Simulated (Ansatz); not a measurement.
# Mg3ZnBr2N2, from a guessed structure to a relaxed one, part 2 of 2

This structure for Mg3ZnBr2N2 is made up. Its elements were placed in a known structure type with a cell scaled to their sizes. What cell does the guess relax to, and how far off was it?

Ansatz 0.2.0; DFT, PBE, plane-wave PAW, files of the set soft_1, scalar-relativistic, no spin, cell and ions relaxed at zero pressure; PAW set soft_1 (the session's first sound run).

So far: The structure; Relaxing cell and atoms.

### 3. Electronic structure of the relaxed cell

A second self-consistent run takes a narrower smearing and the mesh shown in its input; the bands follow along the standard path of the relaxed lattice.

This step: DFT, PBE, plane-wave PAW, files of the set soft_1, scalar-relativistic, no spin, bands and density of states at the relaxed cell; PAW set soft_1 (Ansatz 0.2.0).

File input.yaml:

```yaml
crystal:
  lattice:
    - [5.5251312524, 0.0, 0.2653458393]
    - [0.0, 3.3854589036, 0.0]
    - [-1.4449411002, 0.0, 9.0738802308]
  atoms:
    - { symbol: Br, position: [0.5379487523, 0.5, 1.1779421867] }
    - { symbol: Br, position: [-0.043526754, 0.0, 0.8313987499] }
    - { symbol: Zn, position: [0.3364019307, 0.5, 0.4093851656] }
    - { symbol: Mg, position: [0.1722840848, 0.0, 0.5968530413] }
    - { symbol: Mg, position: [0.7196763329, 0.5, 0.6252841033] }
    - { symbol: Mg, position: [0.7871007589, 0.0, 0.3762343599] }
    - { symbol: "N", position: [1.001125177, 0.5, 0.4792833481] }
    - { symbol: "N", position: [0.5152897173, 0.0, 0.5279190451] }
kpoints:
  mp_grid: { grid: [6, 10, 4] }
  band_path:
    path:
      - [[0.0, 0.0, 0.0], [0.0, 0.0, 0.5], [-0.47266599, 0.0, 0.58613382], [-0.5, 0.0, 0.5], [-0.5, 0.5, 0.5], [-0.52733401, 0.5, 0.41386618], [-0.5, 0.5, 0.0], [-0.5, 0.0, 0.0], [-0.52733401, 0.0, 0.41386618]]
      - [[-0.47266599, 0.5, 0.58613382], [0.0, 0.5, 0.5], [0.0, 0.5, 0.0]]
      - [[0.0, 0.0, 0.5], [0.0, 0.5, 0.5]]
    npoints: 7
scf:
  occupations: { method: fermi_dirac, width: 0.03 }
  n_extra_bands: 12
hamiltonian:
  xc: pbe
  pseudopotentials: { kind: paw, azcp: { folder: soft_1 } }
output:
  forces: true
  stress: true
  write_bands: true
  dos: { projected: true }
  write_density: true
  write_potential: true
  elf: true
  volumetric_format: npy
```

The run is started by

```console
ansatz run input.yaml --threads 4 --pin off --max-ram 10240MiB --backend cpu --events-out ev --progress --plain --runs-dir out
```

Numbers of over 12 decimals in the logs are rounded to 6 here.

What it wrote:

```text
[...]
Crystal: 8 atoms, lattice volume = 171.026 Å³
Basis set: ecut = 420 eV, 3351 PW (Γ), exchange–correlation on 80×48×128 points (8 copies of the dense FFT grid, shifted against one another)
Bands: 45, of which v1, the nominal top of the filled ones, is band 33 counted from 1 (32 counted from 0)
Symmetry: 2 space group operations
[...]
k-points: 84 of 240 (time reversal used)
[...]
SCF iter   1: F=—  HF=-15440.157203 eV  |F-HF|=—  |Δ(HF+E_count)|=         —  Δρ=8.91e-2  dr2=5.25e1  ethr=3.10e-3  ⟨swp⟩=9.3  Hψ=21105  notcnv=0  defer=61
[...]
SCF iter  12: F=-15431.026398 eV  HF=-15431.026398 eV  |F-HF|=1.20e-9  |Δ(HF+E_count)|=   2.70e-7  Δρ=3.86e-6  dr2=3.75e-8  ethr=1.52e-10  ⟨swp⟩=20.0  Hψ=33795  notcnv=0
SCF 1 converged in 12 iterations: F = -15431.026398 eV  dr2 = 3.75e-8
[...]
NSCF: frozen V_eff on 80 k-points
SCF converged after 12 iterations
Free energy (F): -15431.026398 eV
[...]
Internal energy: -15431.026398 eV  (E = F + TS)
E sigma→0 (E₀):  -15431.026398 eV
Fermi energy:    4.680000 eV
[...]
--- Forces (eV/Å), atoms counted from 1 ---
  atom   1  Br     0.00098544    -0.00000000    -0.00028640
  atom   2  Br    -0.00040983     0.00000000     0.00083025
  atom   3  Zn     0.00311956     0.00000000     0.00029374
  atom   4  Mg    -0.00206182    -0.00000000     0.00071461
  atom   5  Mg     0.00044991    -0.00000000     0.00050291
  atom   6  Mg    -0.00045349     0.00000000    -0.00169907
  atom   7  N     -0.00127336    -0.00000000     0.00180628
  atom   8  N     -0.00035447    -0.00000000    -0.00248475
  max |Σ_I F_I| component: 3.22e-4 eV/Å
--- Stress (GPa, compression-positive) ---
       -0.001639       0.000000       0.004022
        0.000000      -0.007417      -0.000000
        0.004022      -0.000000       0.019032
  P = ⅓ Tr σ = 0.0033 GPa (0.033 kbar)
--- Band table (eV; the first three rows and the last of 84) ---
  k-point 0: bands = [... 29 lower, 3.0828, 3.1951, 3.7752, 3.8186, 5.4936, 6.8805, 8.2645, 9.1252, ... 8 higher]
  k-point 1: bands = [... 29 lower, 3.0547, 3.2199, 3.7746, 3.8087, 5.7509, 6.9291, 8.1362, 8.9299, ... 8 higher]
  k-point 2: bands = [... 29 lower, 3.0329, 3.2383, 3.7739, 3.8009, 6.0626, 6.9144, 8.0923, 8.5996, ... 8 higher]
  k-point 83: bands = [... 29 lower, 2.6313, 2.6826, 2.9965, 3.0985, 7.1932, 7.4970, 8.2941, 8.9238, ... 8 higher]
```

Run time: 12 s. Hardware: 4 threads of AMD EPYC 9B45 (Zen 5), shared host; peak memory 0.93 GiB.

Reading the cycles: dr2 is the Hartree energy of the density residual (eV), the measure of convergence; HF is the Harris–Foulkes estimate of the energy, which meets the free energy F at convergence.

This step gave:

* free energy: -15431.0264 eV
* Fermi energy: 4.680 eV
* pressure: 0.003325 GPa
* gap on the k-mesh: 1.675 eV

From bands.tsv. Electronic bands along the path, in eV, zero at the valence top; v1 is the highest filled band, c1 the lowest empty one:

| point | v4 | v3 | v2 | v1 | c1 | c2 | c3 | c4 |
| --- | --- | --- | --- | --- | --- | --- | --- | --- |
| Γ | -0.74 | -0.62 | -0.04 | 0.00 | 1.68 | 3.06 | 4.45 | 5.31 |
| 0.57 of the way | -0.77 | -0.59 | -0.04 | -0.01 | 1.99 | 3.12 | 4.30 | 5.06 |
| Y | -0.79 | -0.58 | -0.04 | -0.02 | 2.24 | 3.10 | 4.27 | 4.78 |
| 0.43 of the way | -0.79 | -0.59 | -0.44 | -0.15 | 2.57 | 3.38 | 4.47 | 4.78 |
| H | -0.90 | -0.86 | -0.60 | -0.37 | 3.21 | 3.98 | 4.65 | 5.32 |
| 0.43 of the way | -0.90 | -0.86 | -0.60 | -0.37 | 3.22 | 3.98 | 4.63 | 5.35 |
| C | -0.90 | -0.86 | -0.60 | -0.38 | 3.23 | 3.98 | 4.62 | 5.36 |
| 0.43 of the way | -1.34 | -0.98 | -0.93 | -0.67 | 3.69 | 4.19 | 5.13 | 5.40 |
| E | -1.19 | -1.14 | -0.82 | -0.72 | 3.37 | 3.68 | 4.48 | 5.11 |
| 0.57 of the way | -1.19 | -1.14 | -0.82 | -0.72 | 3.38 | 3.69 | 4.47 | 5.10 |
| M1 | -1.19 | -1.14 | -0.82 | -0.72 | 3.40 | 3.70 | 4.47 | 5.09 |
| 0.43 of the way | -1.17 | -1.12 | -0.82 | -0.71 | 3.51 | 3.81 | 4.39 | 5.02 |
| A | -1.15 | -1.10 | -0.82 | -0.71 | 3.65 | 3.93 | 4.30 | 4.96 |
| 0.43 of the way | -1.35 | -1.00 | -0.98 | -0.65 | 3.73 | 4.15 | 5.14 | 5.54 |
| X | -0.94 | -0.87 | -0.60 | -0.38 | 3.30 | 3.93 | 4.43 | 5.39 |
| 0.57 of the way | -0.93 | -0.86 | -0.60 | -0.38 | 3.25 | 3.95 | 4.56 | 5.35 |
| H1 | -0.90 | -0.86 | -0.60 | -0.37 | 3.21 | 3.98 | 4.65 | 5.32 |
| jump to M | -1.19 | -1.14 | -0.82 | -0.72 | 3.40 | 3.70 | 4.47 | 5.09 |
| 0.43 of the way | -1.45 | -1.39 | -0.95 | -0.88 | 3.65 | 4.06 | 4.63 | 5.07 |
| D | -1.92 | -1.71 | -1.04 | -0.94 | 4.21 | 4.53 | 4.66 | 5.23 |
| 0.57 of the way | -1.91 | -1.71 | -1.07 | -0.98 | 4.23 | 4.72 | 4.73 | 5.39 |
| Z | -1.90 | -1.71 | -1.09 | -1.00 | 4.25 | 4.78 | 4.86 | 5.47 |
| jump to Y | -0.79 | -0.58 | -0.04 | -0.02 | 2.24 | 3.10 | 4.27 | 4.78 |
| 0.57 of the way | -1.80 | -1.19 | -0.98 | -0.64 | 3.48 | 3.81 | 5.18 | 5.67 |
| D | -1.92 | -1.71 | -1.04 | -0.94 | 4.21 | 4.53 | 4.66 | 5.23 |

Counts of states for the cell as run, both spins, by energy window (eV from the valence-band top):

| from | to | total |
| --- | --- | --- |
| -8 | -7 | 0.00 |
| -7 | -6 | 2.32 |
| -6 | -5 | 7.68 |
| -5 | -4 | 2.94 |
| -4 | -3 | 5.33 |
| -3 | -2 | 5.58 |
| -2 | -1 | 5.57 |
| -1 | 0 | 4.57 |
| 0 | 1 | 0.00 |
| 1 | 2 | 0.01 |
| 2 | 3 | 0.47 |
| 3 | 4 | 2.55 |
| 4 | 5 | 2.53 |
| 5 | 6 | 3.81 |

Below -8 eV lie 32.0 more states.

Valence density in the ac plane at fractional y = 0.500, with atoms of Br and Zn and Mg and N within 0.2 Å of it. It is the smooth field of the valence electrons, not physical close to the nuclei.

Ten steps, logarithmic in the rise over the least value, from '_' (0 e/Å³) to '@' (26 e/Å³), each cell a mean:
```
______________________________
______________________________
______________________________
______________________________
______________________________
______________________________
____________________....______
__________________::****--____
__________________++@@@@**..__
......____________==%%%%==....
----::..__________..----..::--
++==::....::....________..--++
++==--::==++==::..______..--++
==--::==%%@@##::..______..--==
::::..==%%@@**::..______....::
..__..::==++--......________..
______......::::::::..________
__________..::------::..______
__________::----::----..______
________..::--::__----..______
__________::--------::..______
__________..::----::..________
____________........__________
______________________________
```
Columns run along a (5.5 Å), rows up along c (9.2 Å). Atoms in or near the plane, at fractional coordinates: Br at (0.54, 0.18), Zn at (0.34, 0.41), Mg at (0.72, 0.63), N at (0.00, 0.48).

ELF in the ac plane at fractional y = 0.500, with atoms of Br and Zn and Mg and N within 0.2 Å of it. It is the smooth field of the valence electrons, not physical close to the nuclei.

Ten even steps from '_' (0.00) to '@' (0.89), each cell a mean:
```
____________..::..____________
______________________________
______________________________
__________________________....
________________________......
________________________......
____________________________..
........__________..----::____
====--::........__--::::--__::
####**--........__::----::::**
@@@@##==::......____......**%%
++%%##--..........____..++%%##
::##**::____..........--##@@++
##%%==..______........--##@@%%
%%**::..______..........==##%%
++--::....__..::----::..::==++
::::........--**####**--....::
____....::++%%@@%%@@@@##--..__
______::++%%@@++--**@@%%++..__
______--##@@@@::__==@@%%**::__
______==##@@@@**==%%@@%%++..__
______::**@@@@@@@@@@%%**--____
______..==##@@@@@@%%**--______
________..--**##**==::________
```
Columns run along a (5.5 Å), rows up along c (9.2 Å). Atoms in or near the plane, at fractional coordinates: Br at (0.54, 0.18), Zn at (0.34, 0.41), Mg at (0.72, 0.63), N at (0.00, 0.48).

Electrostatic potential energy in the ac plane at fractional y = 0.500, with atoms of Br and Zn and Mg and N within 0.2 Å of it. With pseudopotentials it is smooth inside the atoms' cores, unlike the true potential.

Ten even steps from '0' (-60 eV) to '9' (9 eV), each cell a mean:
```
999999999999999
999999999999999
999999999999999
999999999999999
999999999999999
999999999999999
999999999877889
999999998621589
999999998300279
999999998400489
789999998755898
258987899888984
148742479999972
578400169999985
998400269999999
999643589999999
999888888899999
999999864689999
999998510269999
999998400159999
999998510379999
999999855799999
999999999999999
999999999999999
```
Columns run along a (5.5 Å; values clipped at the 3rd and 97th percentile), rows up along c (9.2 Å). Atoms in or near the plane, at fractional coordinates: Br at (0.54, 0.18), Zn at (0.34, 0.41), Mg at (0.72, 0.63), N at (0.00, 0.48).

### 4. Results

- space group, relaxed: Pm
- conventional cell: a = 5.531, b = 3.385, c = 9.188 Å; α = 90.0°, β = 96.3°, γ = 90.0°
- volume per atom: 21.38 Å³ (guess 17.15)

In words: Mg3ZnBr2N2 relaxes to Pm with a = 5.531, b = 3.385 and c = 9.188 Å. The guessed volume was 20 % too small. The space group Pm was held in the relaxation, so the end point is a stationary structure within it and may be a saddle against distortions or other arrangements. It has a direct Kohn–Sham gap of 1.68 eV, which semilocal functionals understate. On the 6×10×4 mesh with the narrower smearing (relaxed on 5×8×4) the largest force component is 0.003 eV/Å and the largest stress component is 0.019 GPa, within the relaxation's thresholds of 0.015 eV/Å and 0.05 GPa. The cutoff wasn't tested. A vector of the cell changed its length by 33 %, so the starting arrangement is largely lost and the mesh was laid for another shape. No dispersion term is used, so weakly bound directions may come out too long. Nothing here tests whether the compound is stable against decomposition.

[Logs are printed without paths, hosts, clocks, repeated set-up lines and the standing remarks that a program may print on its own settings, such as how far it seeks lower states.]

[Hosts, paths, dates, database ids (printed as entryN), source tags and the programs' standing remarks are cut or masked in the printed files.]
